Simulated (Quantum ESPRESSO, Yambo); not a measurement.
A convergence test on HfS2 (1T monolayer).

The cell holds 3 atoms: 1 Hf and 2 S. Cell: a = 3.654 Å, b = 3.654 Å, c = 16.000 Å, α = 90.0°, β = 90.0°, γ = 120.0°. It derives from  ([{'formula': 'HfS2', 'spacegroup': 164, 'source': 'prototype of the bulk crystal'}]). Vacuum lies along c.

```
Hf S
1.0
     3.65381    0.00000    0.00000
    -1.82690    3.16429    0.00000
     0.00000    0.00000   16.00000
Hf S
1 2
Direct
  0.00000 0.00000 0.50000
  0.33333 0.66667 0.59018
  0.66667 0.33333 0.40982
```

The structure was relaxed with PBE. The runs that relaxed it are not among those shown. Spin-orbit coupling is left out unless a run names it.

Program: Yambo 5.3.0; PBE start, 6×6×1 mesh, Godby-Needs plasmon pole.

```
bands  screening cutoff (eV)  gap on the mesh (eV)
  102                   81.6                 2.972
  370                   81.6                 2.886
  102                  136.1                 3.004
```

Q: If the two steps added up, what gap would 370 bands at 136.1 eV give? Do they add up?

From the first row, the second adds −0.086 eV and the third +0.032 eV, so the sum predicts 2.972 −0.086 +0.032 = 2.918 eV. The run gave 2.975 eV, +0.057 eV from that. They don't add up: at the higher cutoff the same bands are worth −0.029 eV.

Limits: not at the basis limit; no spin-orbit coupling.

[Paths, hosts, dates, memory and timing lines, banners, echoed tables and standing remarks are left out of the program output.]

[Logs are printed without paths, hosts, clocks, repeated set-up lines and the standing remarks that a program may print on its own settings, such as how far it seeks lower states.]

[Runs of the session that timed out or met a known fault of the program may be left out.]

[Hosts, paths, dates, database ids (printed as entryN), source tags and the programs' standing remarks are cut or masked in the printed files.]
